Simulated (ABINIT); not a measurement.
# Sr2H3I (P-3m1): a self-consistent loop beyond G0W0, cycle by cycle, part 2 of 3

Aim: iterate the self-energy on Sr2H3I (P-3m1) and follow the gap from cycle to cycle.

ABINIT 10.8.3; LDA and many-body steps on it, plane waves. Known limits of the many-body steps: not at the basis limit; no spin-orbit coupling; coarse k mesh.

So far. Step 5 (evGW0, cycle 1): Against G0W0 in ABINIT (3×3×2 mesh, 160 bands, screening to 130.6 eV, Godby-Needs plasmon pole), the gap moves by +0.431 eV. This first cycle still uses the starting levels; it takes the full correction, at all points of the mesh, and its linearised value is 3.623 eV. Step 6 (evGW0, cycle 2): Against the cycle before, the gap moves by −0.191 eV.

### Step 7. evGW0, cycle 3

Level of this step: evGW0 on LDA, plane waves, norm-conserving pseudopotentials (ABINIT).

The input, run.abi:

```
acell 3*1.0 Angstrom
rprim 
  4.242728767114 -0.000000000028 0.000000000000
  -2.121364383533 3.674310893702 0.000000000000
  0.000000000000 0.000000000000 7.682747430000
ntypat 3
znucl 38 1 53
natom 6
typat 1 1 2 2 2 3
xred 
  0.666666666667 0.333333333333 0.678655290000
  0.333333333333 0.666666666667 0.321344710000
  0.000000000000 0.000000000000 0.500000000000
  0.666666666667 0.333333333333 0.357251500000
  0.333333333333 0.666666666667 0.642748500000
  0.000000000000 0.000000000000 0.000000000000
pp_dirpath "pseudos"
pseudos "Sr.upf, H.upf, I.upf"
ecut 31
ngkpt 3 3 2
nshiftk 1
shiftk 0 0 0
kptopt 1
chksymbreak 0
istwfk *1
occopt 1
irdwfk 1
optdriver 4
nband 160
gwcalctyp 10
ecutsigx 31
symsigma 1
nkptgw 6
kptgw 
  0.0000000000 0.0000000000 0.0000000000
  0.3333333333 0.0000000000 0.0000000000
  0.3333333333 0.3333333333 0.0000000000
  0.0000000000 0.0000000000 0.5000000000
  0.3333333333 0.0000000000 0.5000000000
  0.3333333333 0.3333333333 0.5000000000
bdgw 
  10 24
  10 24
  10 24
  10 24
  10 24
  10 24
ecuteps 4.8
irdscr 1
ppmodel 1
irdqps 1
indata_prefix "in"
outdata_prefix "out"
tmpdata_prefix "tmp"
```

Started as:

```sh
$ OMP_NUM_THREADS=1 mpirun -n 4 abinit run.abi > log
```

The log of the run:

```text
.Version 10.8.3 of ABINIT. v10.8.2 released Aug 2026.

 Symmetries : space group P-3 m 1 (#164); Bravais hP (primitive hexag.)
[... echo of the input left out ...]
== DATASET  1 ==================================================================
-   mpi_nproc: 4, omp_nthreads: 1 (-1 if OMP is not activated)

--- !DatasetInfo
iteration_state: {dtset: 1, }
dimensions: {natom: 6, nkpt: 6, mband: 160, nsppol: 1, nspinor: 1, nspden: 1, mpw: 6684, }
cutoff_energies: {ecut:  31.0, pawecutdg:  -1.0, }
[...]
.  kptgw no:  4; Maximum DeltaE = (  -0.008   0.000) for band index: 15
.  kptgw no:  5; Maximum DeltaE = (  -0.005   0.002) for band index: 15
.  kptgw no:  6; Maximum DeltaE = (  -0.006   0.000) for band index: 14

== END DATASET(S) ==============================================================
================================================================================

 -outvars: echo values of variables after computation  --------
           etotal      0.0000000000E+00
            nband         160
             nkpt           6
          spgroup         164
 [... the other variables as echoed above ...]

 Calculation completed.
```

Elapsed: 3.9 min, on 4 MPI ranks of Arm Neoverse V1, shared host; peak memory 1.6 GiB; 16 min of CPU time.

Numbers from this step:

```yaml
quasiparticle_gap_on_the_mesh: 3.88 eV
gap_of_the_density_functional_on_the_mesh: 1.866 eV
k_of_the_valence_top: 0, 0, 0.5
k_of_the_conduction_bottom: 0.3333, 0.3333, 0
least_direct_quasiparticle_gap_on_the_computed_points: 4.196 eV
```

Against the cycle before, the gap moves by +0.017 eV.

### Step 8. evGW0, cycle 4

run.abi is that of step 7.

The log of the run:

```text
.Version 10.8.3 of ABINIT. v10.8.2 released Aug 2026.

 Symmetries : space group P-3 m 1 (#164); Bravais hP (primitive hexag.)
[... echo of the input left out ...]
== DATASET  1 ==================================================================
-   mpi_nproc: 4, omp_nthreads: 1 (-1 if OMP is not activated)

--- !DatasetInfo
iteration_state: {dtset: 1, }
dimensions: {natom: 6, nkpt: 6, mband: 160, nsppol: 1, nspinor: 1, nspden: 1, mpw: 6684, }
cutoff_energies: {ecut:  31.0, pawecutdg:  -1.0, }
[...]
.  kptgw no:  4; Maximum DeltaE = (  -0.000  -0.000) for band index:  1
.  kptgw no:  5; Maximum DeltaE = (   0.000   0.002) for band index: 15
.  kptgw no:  6; Maximum DeltaE = (   0.000   0.000) for band index: 14

== END DATASET(S) ==============================================================
================================================================================

 -outvars: echo values of variables after computation  --------
           etotal      0.0000000000E+00
            nband         160
             nkpt           6
          spgroup         164
 [... the other variables as echoed above ...]

 Calculation completed.
```

It took 3.9 min on 4 MPI ranks; peak memory 1.6 GiB.

Numbers from this step:

| Item | Value |
| --- | --- |
| quasiparticle gap on the mesh | 3.878 eV |
| gap of the density functional on the mesh | 1.866 eV |
| k of the valence top | 0, 0, 0.5 |
| k of the conduction bottom | 0.3333, 0.3333, 0 |
| least direct quasiparticle gap on the computed points | 4.193 eV |

Against the cycle before, the gap moves by −0.002 eV.

### Step 9. Screening, 3×3×2 mesh, 160 bands, screening to 130.6 eV

This step: RPA screening on LDA, plane waves, norm-conserving pseudopotentials.

Edit run.abi of step 8 so:

```diff
@@ -27,26 +27,13 @@
 irdwfk 1
-optdriver 4
+optdriver 3
 nband 160
+ecuteps 4.8
+inclvkb 2
+awtr 1
+symchi 1
 gwcalctyp 10
-ecutsigx 31
-symsigma 1
-nkptgw 6
-kptgw 
-  0.0000000000 0.0000000000 0.0000000000
-  0.3333333333 0.0000000000 0.0000000000
-  0.3333333333 0.3333333333 0.0000000000
-  0.0000000000 0.0000000000 0.5000000000
-  0.3333333333 0.0000000000 0.5000000000
-  0.3333333333 0.3333333333 0.5000000000
-bdgw 
-  10 24
-  10 24
-  10 24
-  10 24
-  10 24
-  10 24
-ecuteps 4.8
-irdscr 1
-ppmodel 1
-irdqps 1
+mbpt_sciss 1.982 eV
+nqptdm 1
+qptdm 
+  0 0 0
 indata_prefix "in"
```

The log of the run:

```text
.Version 10.8.3 of ABINIT. v10.8.2 released Aug 2026.

 Symmetries : space group P-3 m 1 (#164); Bravais hP (primitive hexag.)
[... echo of the input left out ...]
== DATASET  1 ==================================================================
-   mpi_nproc: 4, omp_nthreads: 1 (-1 if OMP is not activated)

--- !DatasetInfo
iteration_state: {dtset: 1, }
dimensions: {natom: 6, nkpt: 6, mband: 160, nsppol: 1, nspinor: 1, nspden: 1, mpw: 6684, }
cutoff_energies: {ecut:  31.0, pawecutdg:  -1.0, }
electrons: {nelect:   3.00000000E+01, charge:   0.00000000E+00, occopt:   1.00000000E+00, tsmear:   1.00000000E-02, }

 SCREENING: Calculation of the susceptibility and dielectric matrices

 Based on a program developped by R.W. Godby, V. Olevano, G. Onida, and L. Reining.
 Incorporated in ABINIT by V. Olevano, G.-M. Rignanese, and M. Torrent.
.Using double precision arithmetic ; gwpc =  8

[... cell and pseudopotentials left out ...]
--------------------------------------------------------------------------------

 ==== K-mesh for the wavefunctions ====
 Number of points in the irreducible wedge :     6
[... list of points left out ...]
 Together with 12 symmetry operations and time-reversal symmetry
 yields    18 points in the full Brillouin Zone.

 ==== Q-mesh for the screening function ====
 Number of points in the irreducible wedge :     6
[... list of points left out ...]
 Together with 12 symmetry operations and time-reversal symmetry
 yields    18 points in the full Brillouin Zone.

 setmesh: FFT mesh size selected  =    25x   25x   54
          total number of points  =        33750

 vcoul_init : cutoff-mode = AUXILIARY_FUNCTION
 q-points for optical limit:   1
     1)      0.000010    0.000020    0.000030

 Dielectric matrix will be calculated only for some
 selected q points provided by the user through the input variables
 nqptdm and qptdm

- screening: taking advantage of time-reversal symmetry
- Maximum band index for partially occupied states nbvw = 15
- Remaining bands to be divided among processors   nbcw = 145
- Number of bands treated by each node ~36

 rdqps: reading QP wavefunctions of the previous step
        looking for file in_QPS
 file not found, 1st iteration initialized with KS eigenelements

 screening : performing a first self-consistency
 update of the energies in W by a scissor operator
 applying a scissor operator of [eV] :   1.982

 Number of electrons calculated from density =   30.0000; Expected =   30.0000
 average of density, n =  0.037118
 r_s =    1.8597
 omega_plasma =   18.5844 [eV]

 calculating chi0 at frequencies [eV] :
  1    0.000000E+00    0.000000E+00
  2    0.000000E+00    1.858442E+01

--------------------------------------------------------------------------------
  q-point number  1        q = ( 0.000000, 0.000000, 0.000000) [r.l.u.]
--------------------------------------------------------------------------------
[... chi0 elements left out ...]
 For q-point:  0.000010 0.000020 0.000030
  dielectric constant =   4.2661
  dielectric constant without local fields =   4.7364

  Average fulfillment of the sum rule on Im[epsilon] for q-point    1 :     94.71  [%]
[... wings left out ...]
== END DATASET(S) ==============================================================
================================================================================

 -outvars: echo values of variables after computation  --------
           etotal      0.0000000000E+00
            nband         160
             nkpt           6
          spgroup         164
 [... the other variables as echoed above ...]

 Calculation completed.
```

Run time: 19 s. Hardware: 4 MPI ranks; peak memory 1.2 GiB.

This step gave:

```
ε∞ with local fields, on this mesh, along the program's q direction : 4.266
the same without local fields                                       : 4.736
plasma frequency                                                    : 18.58 eV
plane waves in the screening matrix                                 : 387
```

This screening uses the functional's bands under a rigid shift, the mean opening of the cycle before.

### Step 10. Screening, 3×3×2 mesh, 160 bands, screening to 130.6 eV

This step: RPA screening on LDA from quasiparticle energies, plane waves, norm-conserving pseudopotentials.

Edit run.abi of step 9 so:

```diff
@@ -33,7 +33,11 @@
 symchi 1
+irdqps 1
 gwcalctyp 10
-mbpt_sciss 1.982 eV
-nqptdm 1
+nqptdm 5
 qptdm 
-  0 0 0
+  0.3333333333 0.0000000000 0.0000000000
+  0.3333333333 0.3333333333 0.0000000000
+  0.0000000000 0.0000000000 0.5000000000
+  0.3333333333 0.0000000000 0.5000000000
+  0.3333333333 0.3333333333 0.5000000000
 indata_prefix "in"
```

The input, mrgscr.stdin:

```
2
merged
q0_SCR
out_SCR
1
```

Started as:

```sh
$ OMP_NUM_THREADS=1 mpirun -n 4 abinit run.abi > log; mrgscr < mrgscr.stdin
```

The log of the run:

```text
.Version 10.8.3 of ABINIT. v10.8.2 released Aug 2026.

 Symmetries : space group P-3 m 1 (#164); Bravais hP (primitive hexag.)
[... echo of the input left out ...]
== DATASET  1 ==================================================================
-   mpi_nproc: 4, omp_nthreads: 1 (-1 if OMP is not activated)

--- !DatasetInfo
iteration_state: {dtset: 1, }
dimensions: {natom: 6, nkpt: 6, mband: 160, nsppol: 1, nspinor: 1, nspden: 1, mpw: 6684, }
cutoff_energies: {ecut:  31.0, pawecutdg:  -1.0, }
[...]
q-point number  1        q = ( 0.333333, 0.000000, 0.000000) [r.l.u.]
--------------------------------------------------------------------------------
[... chi0 elements left out ...]
  Average fulfillment of the sum rule on Im[epsilon] for q-point    2 :     95.10  [%]

--------------------------------------------------------------------------------
  q-point number  2        q = ( 0.333333, 0.333333, 0.000000) [r.l.u.]
--------------------------------------------------------------------------------
[... chi0 elements left out ...]
  Average fulfillment of the sum rule on Im[epsilon] for q-point    3 :     91.94  [%]

 [... 3 further q-points ...]
```

Run time: 29 s. Hardware: 4 MPI ranks; peak memory 1.1 GiB; 1.9 min of CPU time.

This step gave:

- plasma frequency: 18.58 eV
- plane waves in the screening matrix: 387

This screening reads the quasiparticle levels of the cycle before.

### Step 11. evGW, cycle 1

This step: evGW on LDA, plane waves, norm-conserving pseudopotentials.

Edit run.abi of step 10 so:

```diff
@@ -27,12 +27,10 @@
 irdwfk 1
-optdriver 3
+optdriver 4
 nband 160
-ecuteps 4.8
-inclvkb 2
-awtr 1
-symchi 1
-irdqps 1
 gwcalctyp 10
-nqptdm 5
-qptdm 
+ecutsigx 31
+symsigma 1
+nkptgw 6
+kptgw 
+  0.0000000000 0.0000000000 0.0000000000
   0.3333333333 0.0000000000 0.0000000000
@@ -42,2 +40,13 @@
   0.3333333333 0.3333333333 0.5000000000
+bdgw 
+  10 24
+  10 24
+  10 24
+  10 24
+  10 24
+  10 24
+ecuteps 4.8
+irdscr 1
+ppmodel 1
+irdqps 1
 indata_prefix "in"
```

Started as:

```sh
$ OMP_NUM_THREADS=1 mpirun -n 4 abinit run.abi > log
```

The log of the run:

```text
.Version 10.8.3 of ABINIT. v10.8.2 released Aug 2026.

 Symmetries : space group P-3 m 1 (#164); Bravais hP (primitive hexag.)
[... echo of the input left out ...]
== DATASET  1 ==================================================================
-   mpi_nproc: 4, omp_nthreads: 1 (-1 if OMP is not activated)

--- !DatasetInfo
iteration_state: {dtset: 1, }
dimensions: {natom: 6, nkpt: 6, mband: 160, nsppol: 1, nspinor: 1, nspden: 1, mpw: 6684, }
cutoff_energies: {ecut:  31.0, pawecutdg:  -1.0, }
[...]
.  kptgw no:  4; Maximum DeltaE = (   0.159   0.000) for band index:  1
.  kptgw no:  5; Maximum DeltaE = (  -0.151   0.000) for band index: 15
.  kptgw no:  6; Maximum DeltaE = (  -0.166   0.001) for band index: 14

== END DATASET(S) ==============================================================
================================================================================

 -outvars: echo values of variables after computation  --------
           etotal      0.0000000000E+00
            nband         160
             nkpt           6
          spgroup         164
 [... the other variables as echoed above ...]

 Calculation completed.
```

The job ended after 3.9 min (4 MPI ranks; peak memory 1.6 GiB; 16 min of CPU time).

Numbers from this step:

| Item | Value |
| --- | --- |
| quasiparticle gap on the mesh | 4.221 eV |
| gap of the density functional on the mesh | 1.866 eV |
| k of the valence top | 0, 0, 0.5 |
| k of the conduction bottom | 0.3333, 0.3333, 0 |
| least direct quasiparticle gap on the computed points | 4.537 eV |

Against G0W0 in ABINIT (3×3×2 mesh, 160 bands, screening to 130.6 eV, Godby-Needs plasmon pole), the gap moves by +0.598 eV.

### Step 12. Screening, 3×3×2 mesh, 160 bands, screening to 130.6 eV

This step: RPA screening on LDA, plane waves, norm-conserving pseudopotentials.

Edit run.abi of step 11 so:

```diff
@@ -27,26 +27,13 @@
 irdwfk 1
-optdriver 4
+optdriver 3
 nband 160
+ecuteps 4.8
+inclvkb 2
+awtr 1
+symchi 1
 gwcalctyp 10
-ecutsigx 31
-symsigma 1
-nkptgw 6
-kptgw 
-  0.0000000000 0.0000000000 0.0000000000
-  0.3333333333 0.0000000000 0.0000000000
-  0.3333333333 0.3333333333 0.0000000000
-  0.0000000000 0.0000000000 0.5000000000
-  0.3333333333 0.0000000000 0.5000000000
-  0.3333333333 0.3333333333 0.5000000000
-bdgw 
-  10 24
-  10 24
-  10 24
-  10 24
-  10 24
-  10 24
-ecuteps 4.8
-irdscr 1
-ppmodel 1
-irdqps 1
+mbpt_sciss 2.362 eV
+nqptdm 1
+qptdm 
+  0 0 0
 indata_prefix "in"
```

The log of the run:

```text
.Version 10.8.3 of ABINIT. v10.8.2 released Aug 2026.

 Symmetries : space group P-3 m 1 (#164); Bravais hP (primitive hexag.)
[... echo of the input left out ...]
== DATASET  1 ==================================================================
-   mpi_nproc: 4, omp_nthreads: 1 (-1 if OMP is not activated)

--- !DatasetInfo
iteration_state: {dtset: 1, }
dimensions: {natom: 6, nkpt: 6, mband: 160, nsppol: 1, nspinor: 1, nspden: 1, mpw: 6684, }
cutoff_energies: {ecut:  31.0, pawecutdg:  -1.0, }
[...]
[... chi0 elements left out ...]
 For q-point:  0.000010 0.000020 0.000030
  dielectric constant =   4.1129
  dielectric constant without local fields =   4.5532

  Average fulfillment of the sum rule on Im[epsilon] for q-point    1 :     96.24  [%]
[... wings left out ...]
== END DATASET(S) ==============================================================
================================================================================

 -outvars: echo values of variables after computation  --------
           etotal      0.0000000000E+00
            nband         160
             nkpt           6
          spgroup         164
 [... the other variables as echoed above ...]

 Calculation completed.
```

Elapsed: 19 s, on 4 MPI ranks; peak memory 1.2 GiB; 75 s of CPU time.

This step gave:

- ε∞ with local fields, on this mesh, along the program's q direction: 4.113
- the same without local fields: 4.553
- plasma frequency: 18.58 eV
- plane waves in the screening matrix: 387

This screening uses the functional's bands under a rigid shift, the mean opening of the cycle before.

### Step 13. Screening, 3×3×2 mesh, 160 bands, screening to 130.6 eV

This step: RPA screening on LDA from quasiparticle energies, plane waves, norm-conserving pseudopotentials.

Edit run.abi of step 12 so:

```diff
@@ -33,7 +33,11 @@
 symchi 1
+irdqps 1
 gwcalctyp 10
-mbpt_sciss 2.362 eV
-nqptdm 1
+nqptdm 5
 qptdm 
-  0 0 0
+  0.3333333333 0.0000000000 0.0000000000
+  0.3333333333 0.3333333333 0.0000000000
+  0.0000000000 0.0000000000 0.5000000000
+  0.3333333333 0.0000000000 0.5000000000
+  0.3333333333 0.3333333333 0.5000000000
 indata_prefix "in"
```

mrgscr.stdin is that of step 10.

Started as:

```sh
$ OMP_NUM_THREADS=1 mpirun -n 4 abinit run.abi > log; mrgscr < mrgscr.stdin
```

The log of the run:

```text
.Version 10.8.3 of ABINIT. v10.8.2 released Aug 2026.

 Symmetries : space group P-3 m 1 (#164); Bravais hP (primitive hexag.)
[... echo of the input left out ...]
== DATASET  1 ==================================================================
-   mpi_nproc: 4, omp_nthreads: 1 (-1 if OMP is not activated)

--- !DatasetInfo
iteration_state: {dtset: 1, }
dimensions: {natom: 6, nkpt: 6, mband: 160, nsppol: 1, nspinor: 1, nspden: 1, mpw: 6684, }
cutoff_energies: {ecut:  31.0, pawecutdg:  -1.0, }
[...]
q-point number  1        q = ( 0.333333, 0.000000, 0.000000) [r.l.u.]
--------------------------------------------------------------------------------
[... chi0 elements left out ...]
  Average fulfillment of the sum rule on Im[epsilon] for q-point    2 :     96.15  [%]

--------------------------------------------------------------------------------
  q-point number  2        q = ( 0.333333, 0.333333, 0.000000) [r.l.u.]
--------------------------------------------------------------------------------
[... chi0 elements left out ...]
  Average fulfillment of the sum rule on Im[epsilon] for q-point    3 :     92.72  [%]

 [... 3 further q-points ...]
```

The job ended after 29 s (4 MPI ranks; peak memory 1.1 GiB; 1.9 min of CPU time).

Numbers from this step:

```yaml
plasma_frequency: 18.58 eV
plane_waves_in_the_screening_matrix: 387
```

This screening reads the quasiparticle levels of the cycle before.

### Step 14. evGW, cycle 2

This step: evGW on LDA, plane waves, norm-conserving pseudopotentials.

Edit run.abi of step 13 so:

```diff
@@ -27,12 +27,10 @@
 irdwfk 1
-optdriver 3
+optdriver 4
 nband 160
-ecuteps 4.8
-inclvkb 2
-awtr 1
-symchi 1
-irdqps 1
 gwcalctyp 10
-nqptdm 5
-qptdm 
+ecutsigx 31
+symsigma 1
+nkptgw 6
+kptgw 
+  0.0000000000 0.0000000000 0.0000000000
   0.3333333333 0.0000000000 0.0000000000
@@ -42,2 +40,13 @@
   0.3333333333 0.3333333333 0.5000000000
+bdgw 
+  10 24
+  10 24
+  10 24
+  10 24
+  10 24
+  10 24
+ecuteps 4.8
+irdscr 1
+ppmodel 1
+irdqps 1
 indata_prefix "in"
```

Started as:

```sh
$ OMP_NUM_THREADS=1 mpirun -n 4 abinit run.abi > log
```

The log of the run:

```text
.Version 10.8.3 of ABINIT. v10.8.2 released Aug 2026.

 Symmetries : space group P-3 m 1 (#164); Bravais hP (primitive hexag.)
[... echo of the input left out ...]
== DATASET  1 ==================================================================
-   mpi_nproc: 4, omp_nthreads: 1 (-1 if OMP is not activated)

--- !DatasetInfo
iteration_state: {dtset: 1, }
dimensions: {natom: 6, nkpt: 6, mband: 160, nsppol: 1, nspinor: 1, nspden: 1, mpw: 6684, }
cutoff_energies: {ecut:  31.0, pawecutdg:  -1.0, }
[...]
.  kptgw no:  4; Maximum DeltaE = (   0.016   0.000) for band index:  3
.  kptgw no:  5; Maximum DeltaE = (   0.014  -0.000) for band index:  1
.  kptgw no:  6; Maximum DeltaE = (  -0.014   0.000) for band index: 15

== END DATASET(S) ==============================================================
================================================================================

 -outvars: echo values of variables after computation  --------
           etotal      0.0000000000E+00
            nband         160
             nkpt           6
          spgroup         164
 [... the other variables as echoed above ...]

 Calculation completed.
```

The job ended after 3.9 min (4 MPI ranks; peak memory 1.6 GiB; 16 min of CPU time).

Numbers from this step:

| Item | Value |
| --- | --- |
| quasiparticle gap on the mesh | 4.254 eV |
| gap of the density functional on the mesh | 1.866 eV |
| k of the valence top | 0, 0, 0.5 |
| k of the conduction bottom | 0.3333, 0.3333, 0 |
| least direct quasiparticle gap on the computed points | 4.570 eV |

Against the cycle before, the gap moves by +0.033 eV.

(Part 2 of 3 ends here.)

[Paths, hosts, dates, memory and timing lines, banners, echoed tables and standing remarks are left out of the program output.]

[Logs are printed without paths, hosts, clocks, repeated set-up lines and the standing remarks that a program may print on its own settings, such as how far it seeks lower states.]

[Runs of the session that timed out or met a known fault of the program may be left out.]

[Hosts, paths, dates, database ids (printed as entryN), source tags and the programs' standing remarks are cut or masked in the printed files.]

[G0W0 gaps are taken among the corrected bands and points alone; a level outside them can change the order at an edge.]

[Where Ansatz stands beside ABINIT at settings called matched, ABINIT's density can come from a denser mesh and the files from another edition; pairs whose starting gaps differed by over 0.03 eV were left out, so agreement reads better than it is.]
